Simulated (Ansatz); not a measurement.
H2CClF (P2_1): refractive index against wavelength

The refractive index of H2CClF (P2_1) along x below the direct gap (6.03 eV on the mesh) is read from one computed spectrum, n = √(Re ε). x, y and z are the Cartesian axes of the input cell.

Cell: a, b, c = 5.021, 4.148, 6.768 Å (primitive vectors), 10 atoms.

Method: Ansatz 0.2.0, PBE, independent particles, k-mesh 6×6×4 with interpolation inside its cells, Gaussian parameter 0.1 eV.

Launch of the response step: `ansatz run input.yaml --threads 4 --pin off --max-ram 8192MiB --backend cpu --events-out ev --progress --plain --runs-dir out`. The run took 64 s, on 4 threads of Arm Neoverse V1 (shared host).

| wavelength (nm) | photon energy E (eV) | n |
| --- | --- | --- |
| 700 | 1.771 | 1.6265 |
| 633 | 1.959 | 1.6300 |
| 532 | 2.331 | 1.6383 |
| 450 | 2.755 | 1.6501 |
| 405 | 3.061 | 1.6604 |
| 365 | 3.397 | 1.6736 |
| 308 | 4.025 | ? |

In the single-oscillator model n² − 1 = E₀E_d/(E₀² − E²), so 1/(n² − 1) = E₀/E_d − E²/(E₀E_d) is linear in E².

Working, on the rows shown:

| x = E² (eV²) | y = 1/(n² − 1) |
| --- | --- |
| 3.13716 | 0.607717 |
| 3.83641 | 0.603537 |
| 5.43137 | 0.593815 |
| 7.59115 | 0.58044 |
| 9.37179 | 0.569175 |
| 11.5384 | 0.555267 |

Means: x̄ = 6.8177, ȳ = 0.58499. Σ(x − x̄)(y − ȳ) = -0.3354, Σ(x − x̄)² = 53.76. Slope = -0.3354 / 53.76 = -0.006239; intercept = ȳ − slope · x̄ = 0.62752. Turned back into n, the line misses the rows shown by at most 0.00027.

**Question.** Fill in the last column of the withheld row.

**Answer.** At x = 16.204 the line gives y = 0.52643, that is 1.7028. The run gave 1.7054, so the extrapolation is off by 0.0026, 3 % of the range in the table.

Refitted with all rows, the slope is -0.00639 and the intercept 0.62841. These give E₀ = √(intercept/−slope) = 9.92 eV and E_d = E₀/intercept = 15.8 eV; E₀ is 1.6 times the direct gap. The electronic limit at long wavelengths, without lattice vibrations, is n = √(1 + 1/intercept) = 1.610. Excitons are left out and so are local fields; PBE gaps are as a rule too small.
